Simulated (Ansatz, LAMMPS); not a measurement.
# Elastic response of amorphous 64HfO2-36SiO2 (mol %) (84 atoms)

How stiff is amorphous 64HfO2-36SiO2 (mol %) (84 atoms), and how do its levels respond to strain?

Main program and level: Ansatz 0.2.0; Kohn-Sham DFT, PBE, PAW (set soft_2), plane waves.

## 1. Set-up

The cell holds 84 atoms: 18 Hf, 10 Si and 56 O. Its edges and angles: a = 10.608 Å, b = 10.608 Å, c = 10.608 Å, α = 90.0°, β = 90.0°, γ = 90.0°. 84 atoms (18 Zr, 10 Si, 56 O) placed at random at 3.92 g/cm³, melted at 5000 K for 10 ps at fixed volume with the Morse and Coulomb pair potential with partial charges (Pedone, Malavasi, Menziani, Cormack and Segre, J. Phys. Chem. B 110, 11780 (2006)). Quenched from 5000 K to 300 K at 50 K/ps and fixed volume, held 5 ps, then minimised at fixed cell. Then Zr was replaced by Hf (the potential has no terms for the new elements, so the cell is a start for a DFT relaxation).

Limits known from the start: The quench rate of 50 K/ps far exceeds what a furnace or splat quench reaches, so expect more defects and frozen-in strain than in a real sample. The network of bonds at the start is that of the classical potential that made the cell, and needn't be the one that DFT or experiment would give. Only the Γ point is sampled. The levels lack spin–orbit coupling, which is large for the heavy elements here.

## 2. Single point at the start

A single point comes first, to see the forces before anything moves.

input.yaml

```yaml
crystal:
  lattice:
    - [10.6079, 0.0, 0.0]
    - [0.0, 10.6079, 0.0]
    - [0.0, 0.0, 10.6079]
  atoms:
    - { symbol: Hf, position: [0.13508, 0.34558, 0.09308] }
    - { symbol: Hf, position: [0.88376, 0.19179, 0.62562] }
    - { symbol: Hf, position: [0.37546, 0.15354, 0.58834] }
    - { symbol: Hf, position: [0.05876, 0.63622, 0.27765] }
    - { symbol: Hf, position: [0.24356, 0.03539, 0.12752] }
    - { symbol: Hf, position: [0.63639, 0.1486, 0.85931] }
    - { symbol: Hf, position: [0.81117, 0.86031, 0.26496] }
    - { symbol: Hf, position: [0.10593, 0.64248, 0.78039] }
    - { symbol: Hf, position: [0.81734, 0.67646, 0.02934] }
    - { symbol: Hf, position: [0.38931, 0.32772, 0.30547] }
    - { symbol: Hf, position: [0.55144, 0.63503, 0.77915] }
    - { symbol: Hf, position: [0.8303, 0.47075, 0.27462] }
    - { symbol: Hf, position: [0.68325, 0.15491, 0.15174] }
    - { symbol: Hf, position: [0.31921, 0.62022, 0.50534] }
    - { symbol: Hf, position: [0.50344, 0.86314, 0.05033] }
    - { symbol: Hf, position: [0.78589, 0.83916, 0.71803] }
    - { symbol: Hf, position: [0.12566, 0.37402, 0.50387] }
    - { symbol: Hf, position: [0.05079, 0.93504, 0.70203] }
    - { symbol: Si, position: [0.93927, 0.18101, 0.30785] }
    - { symbol: Si, position: [0.5933, 0.43882, 0.05407] }
    - { symbol: Si, position: [0.50729, 0.0262, 0.31726] }
    - { symbol: Si, position: [0.93548, 0.98446, 0.99993] }
    - { symbol: Si, position: [0.11989, 0.26421, 0.76593] }
    - { symbol: Si, position: [0.64532, 0.66465, 0.47166] }
    - { symbol: Si, position: [0.27311, 0.62708, 0.06347] }
    - { symbol: Si, position: [0.33752, 0.89352, 0.82194] }
    - { symbol: Si, position: [0.12704, 0.87578, 0.39554] }
    - { symbol: Si, position: [0.59211, 0.33595, 0.6011] }
    - { symbol: O, position: [0.32765, 0.9527, 0.96952] }
    - { symbol: O, position: [0.1394, 0.93025, 0.53117] }
    - { symbol: O, position: [0.90077, 0.86052, 0.08315] }
    - { symbol: O, position: [0.17113, 0.96588, 0.2902] }
    - { symbol: O, position: [0.58408, 0.46518, 0.67127] }
    - { symbol: O, position: [0.23608, 0.60104, 0.91957] }
    - { symbol: O, position: [0.27117, 0.46491, 0.39695] }
    - { symbol: O, position: [0.86845, 0.66049, 0.224] }
    - { symbol: O, position: [0.34677, 0.009, 0.72457] }
    - { symbol: O, position: [0.53086, 0.22182, 0.70511] }
    - { symbol: O, position: [0.66441, 0.70818, 0.62407] }
    - { symbol: O, position: [0.07615, 0.03005, 0.0251] }
    - { symbol: O, position: [0.04256, 0.22498, 0.2144] }
    - { symbol: O, position: [0.57788, 0.04463, 0.01716] }
    - { symbol: O, position: [0.51923, 0.17735, 0.26853] }
    - { symbol: O, position: [0.46313, 0.80979, 0.85738] }
    - { symbol: O, position: [0.16534, 0.54761, 0.61412] }
    - { symbol: O, position: [0.72122, 0.27643, 0.55712] }
    - { symbol: O, position: [0.80217, 0.21842, 0.79617] }
    - { symbol: O, position: [0.00217, 0.47196, 0.16172] }
    - { symbol: O, position: [0.82842, 0.08593, 0.03794] }
    - { symbol: O, position: [0.01945, 0.33716, 0.66976] }
    - { symbol: O, position: [0.19908, 0.72966, 0.3972] }
    - { symbol: O, position: [0.67167, 0.78776, 0.11517] }
    - { symbol: O, position: [0.54463, 0.51722, 0.93897] }
    - { symbol: O, position: [0.88006, 0.99371, 0.61518] }
    - { symbol: O, position: [0.80773, 0.27251, 0.25908] }
    - { symbol: O, position: [0.99898, 0.4887, 0.39679] }
    - { symbol: O, position: [0.49808, 0.6508, 0.44236] }
    - { symbol: O, position: [0.39682, 0.70492, 0.08678] }
    - { symbol: O, position: [0.70952, 0.78249, 0.40774] }
    - { symbol: O, position: [0.38667, 0.6618, 0.67766] }
    - { symbol: O, position: [0.6495, 0.99382, 0.26939] }
    - { symbol: O, position: [0.24382, 0.27577, 0.67747] }
    - { symbol: O, position: [0.96585, 0.62333, 0.91491] }
    - { symbol: O, position: [0.9698, 0.75601, 0.68424] }
    - { symbol: O, position: [0.25835, 0.22872, 0.43669] }
    - { symbol: O, position: [0.12975, 0.30452, 0.90526] }
    - { symbol: O, position: [0.66417, 0.9804, 0.76932] }
    - { symbol: O, position: [0.19589, 0.8307, 0.78978] }
    - { symbol: O, position: [0.73027, 0.50086, 0.09819] }
    - { symbol: O, position: [0.92249, 0.93011, 0.85596] }
    - { symbol: O, position: [0.16046, 0.70769, 0.13122] }
    - { symbol: O, position: [0.99262, 0.81477, 0.35554] }
    - { symbol: O, position: [0.25774, 0.4906, 0.13322] }
    - { symbol: O, position: [0.45788, 0.03424, 0.45412] }
    - { symbol: O, position: [0.06515, 0.12514, 0.73411] }
    - { symbol: O, position: [0.2855, 0.22712, 0.15328] }
    - { symbol: O, position: [0.62773, 0.28784, 0.01096] }
    - { symbol: O, position: [0.71869, 0.71661, 0.8634] }
    - { symbol: O, position: [0.41845, 0.96259, 0.20929] }
    - { symbol: O, position: [0.7152, 0.53882, 0.41693] }
    - { symbol: O, position: [0.51595, 0.41855, 0.18163] }
    - { symbol: O, position: [0.88795, 0.04515, 0.2943] }
    - { symbol: O, position: [0.97736, 0.22456, 0.4503] }
    - { symbol: O, position: [0.48222, 0.31724, 0.49389] }
kpoints:
  mp_grid: { grid: [1, 1, 1] }
hamiltonian:
  xc: pbe
scf:
  occupations: { method: gaussian, width: 0.025 }
output:
  forces: true
```

Started as:

```console
> ansatz run input.yaml --threads 4 --pin off --max-ram 8192MiB --backend cpu --events-out ev --progress --plain --runs-dir out
```

Numbers of over 12 decimals in the logs are rounded to 6 here.

Log:

```text
Engine: ansatz 0.2.0, aarch64-unknown-linux-gnu
Pseudopotentials: kind: paw
Pseudopotential: Hf, paw, valence charge 26, recommended cutoff 420 eV (normal), Hf.paw.azcp
Pseudopotential: Si, paw, valence charge 4, recommended cutoff 420 eV (normal), Si.paw.azcp
Pseudopotential: O, paw, valence charge 6, recommended cutoff 420 eV (normal), O.paw.azcp
[... 5 lines on functional and potentials left out ...]
Crystal: 84 atoms, lattice volume = 1193.681 Å³
Basis set: ecut = 420 eV, 23439 PW (Γ), exchange–correlation on 144×144×144 points (8 copies of the dense FFT grid, shifted against one another)
Bands: 506, of which v1, the nominal top of the filled ones, is band 422 counted from 1 (421 counted from 0)
Symmetry: 1 space group operations
Space group: P1 (ITA 1), of the structure as read, at distance tolerance 1.1e-4 Å
k-points: 1
[... 7 lines on functional and potentials left out ...]
Initial density: superposition of atomic densities (neutral atoms: chi_scale 0, normalization atom), corrected by the library's trained network
Initial wavefunctions: pseudopotential atomic-orbital guess
Functional: x = pbe(κ = 0.804, μ = 0.219515), c = pbe(β = 0.066725)
SCF iter   1: F=—  HF=-321234.344950 eV  |F-HF|=—  |Δ(HF+E_count)|=         —  Δρ=4.00e-3  dr2=1.87e-1  ethr=1.77e-3  ⟨swp⟩=6.0  Hψ=1844  notcnv=0  defer=58
preconditioner: auto → Resta (q_TF=auto, 2.575 Å⁻¹)  ε∞=4.3  [insulator: Δε(μ)=3.416 eV  Ē_g=16.794 eV  σ=0.025 eV  W_gap=1.00  n_scr=340 (ndim 8)  ℏωp=30.6 eV  f_vac=0.189  D(μ)=0.00/eV (n_scr^D=0)  ε∞_Penn≈4.3]
SCF iter   2: F=—  HF=-321234.328551 eV  |F-HF|=—  |Δ(HF+E_count)|=   1.64e-2  Δρ=1.95e-3  dr2=3.18e-2  ethr=2.22e-5  ⟨swp⟩=2.0  Hψ=894  notcnv=0  defer=78
SCF iter   3: F=—  HF=-321234.330206 eV  |F-HF|=—  |Δ(HF+E_count)|=   1.66e-3  Δρ=8.73e-4  dr2=1.00e-2  ethr=3.76e-6  ⟨swp⟩=2.0  Hψ=740  notcnv=0  defer=61
automatic band count: iteration 3 solves 489 bands in place of 506: the levels show a gap, and the empty bands left out lie too high to hold charge; the band table lists the bands solved (type scf.n_extra_bands for more)
SCF iter   4: F=—  HF=-321234.331738 eV  |F-HF|=—  |Δ(HF+E_count)|=   1.53e-3  Δρ=2.60e-4  dr2=1.05e-3  ethr=1.19e-6  ⟨swp⟩=2.0  Hψ=847  notcnv=0  defer=61
SCF iter   5: F=—  HF=-321234.331891 eV  |F-HF|=—  |Δ(HF+E_count)|=   1.53e-4  Δρ=1.64e-4  dr2=3.48e-4  ethr=1.24e-7  ⟨swp⟩=2.0  Hψ=848  notcnv=0  defer=61
SCF iter   6: F=—  HF=-321234.331920 eV  |F-HF|=—  |Δ(HF+E_count)|=   2.91e-5  Δρ=5.05e-5  dr2=4.21e-5  ethr=4.13e-8  ⟨swp⟩=2.0  Hψ=848  notcnv=0  defer=61
SCF iter   7: F=—  HF=-321234.334572 eV  |F-HF|=—  |Δ(HF+E_count)|=   2.65e-3  Δρ=3.44e-5  dr2=1.54e-5  ethr=4.99e-9  ⟨swp⟩=2.0  Hψ=890  notcnv=0  defer=61
SCF iter   8: F=—  HF=-321234.334575 eV  |F-HF|=—  |Δ(HF+E_count)|=   2.50e-6  Δρ=1.34e-5  dr2=2.71e-6  ethr=1.82e-9  ⟨swp⟩=2.0  Hψ=772  notcnv=0  defer=61
SCF iter   9: F=—  HF=-321234.334576 eV  |F-HF|=—  |Δ(HF+E_count)|=   1.11e-6  Δρ=6.01e-6  dr2=4.93e-7  ethr=3.21e-10  ⟨swp⟩=2.0  Hψ=729  notcnv=0  defer=61
SCF iter  10: F=—  HF=-321234.334576 eV  |F-HF|=—  |Δ(HF+E_count)|=   1.07e-7  Δρ=3.02e-6  dr2=1.27e-7  ethr=1.18e-11  ⟨swp⟩=4.0  Hψ=1681  notcnv=0
SCF iter  11: F=-321234.334576 eV  HF=-321234.334576 eV  |F-HF|=3.38e-9  |Δ(HF+E_count)|=   4.53e-8  Δρ=1.59e-6  dr2=3.61e-8  ethr=1.18e-11  ⟨swp⟩=4.0  Hψ=1633  notcnv=0
SCF 1 converged in 11 iterations: F = -321234.334576 eV  dr2 = 3.61e-8
  greatest PAW one-centre occupation: 0.999 electrons in one spin orbital (limit 2), on the Hf atom at site 17 (counted from 0), in its partial waves of l = 0
SCF converged after 11 iterations
Free energy (F): -321234.334576 eV
Harris-Foulkes:  -321234.334576 eV  (|F-HF|=3.38e-9)
Internal energy: -321234.334576 eV  (E = F + TS)
E sigma→0 (E₀):  -321234.334576 eV
Fermi energy:    9.477270 eV
--- Per-component energies (eV) ---
  E_band       = -4711.927761
  E_kinetic    = 17811.360642
  E_local      = -164136.871766  (includes V_loc(G=0)·N_el)
  E_nonlocal   = -19448.562454
  E_hartree    = 73965.540762
  E_xc         = -10067.896181
  E_vxc        = -10508.379860  (∫ρ·V_xc dr)
  E_paw        = -138670.395169  (= ΣΔE_a)
  E_vpaw       = 23639.306337  (= ΣTr[D̂ρ^β])
  E_aug_tail   = 0.139752  (compensation charges beyond the density's cutoff)
  E_ewald      = -80687.650163
  E_smearing   = -0.000000  (= −TS)
  E_closure    = -0.000000  (closes the sum)
  Σ components = -321234.334576   (vs F -321234.334576, Δ=0.00e0)
--- Forces (eV/Å), atoms counted from 1 ---
  atom   1  Hf    -0.62238431     0.99482835     0.32322333
  atom   2  Hf    -2.14461355    -0.28341947     1.62108978
  atom   3  Hf     0.06726844     0.26781977    -0.14472970
  atom   4  Hf     1.26497158     0.66920176    -1.30146590
  atom   5  Hf    -1.65376119    -0.09947335     0.41873904
  atom   6  Hf     1.90781152    -0.87953695    -2.72421426
  atom   7  Hf    -0.71279996     0.48428033     0.99621137
  atom   8  Hf    -0.01448148     0.13703722     1.80530330
  atom   9  Hf     0.68708316    -0.11828157    -1.95473701
  atom  10  Hf     0.49454046     0.03285044    -0.08800194
  atom  11  Hf    -0.81043659    -1.65878638    -0.99090905
  atom  12  Hf    -0.73945698    -0.23030611     1.02225932
  atom  13  Hf     0.61445328    -0.48339591    -0.58915085
  atom  14  Hf     1.14278681     0.67563045     0.51823768
[...]
atom  83  O      0.41505828     0.57571584     0.68563407
  atom  84  O     -1.04471408    -0.44109530    -0.96575833
  max |Σ_I F_I| component: 1.33e-4 eV/Å
```

The job ended after 19 s (4 threads of Arm Neoverse V2, shared host; peak memory 1.9 GiB; 71 s of CPU time).

In the SCF lines HF is the Harris–Foulkes energy and dr2 the Hartree energy of the density residual, in eV; the loop may stop once dr2 is under the threshold and the program's other checks hold. Hψ counts applications of the Hamiltonian.

The r.m.s. force at the start is 0.99 eV/Å.

(Continued in part 2 of 4.)

[Logs are printed without paths, hosts, clocks, repeated set-up lines and the standing remarks that a program may print on its own settings, such as how far it seeks lower states.]

[Hosts, paths, dates, database ids (printed as entryN), source tags and the programs' standing remarks are cut or masked in the printed files.]
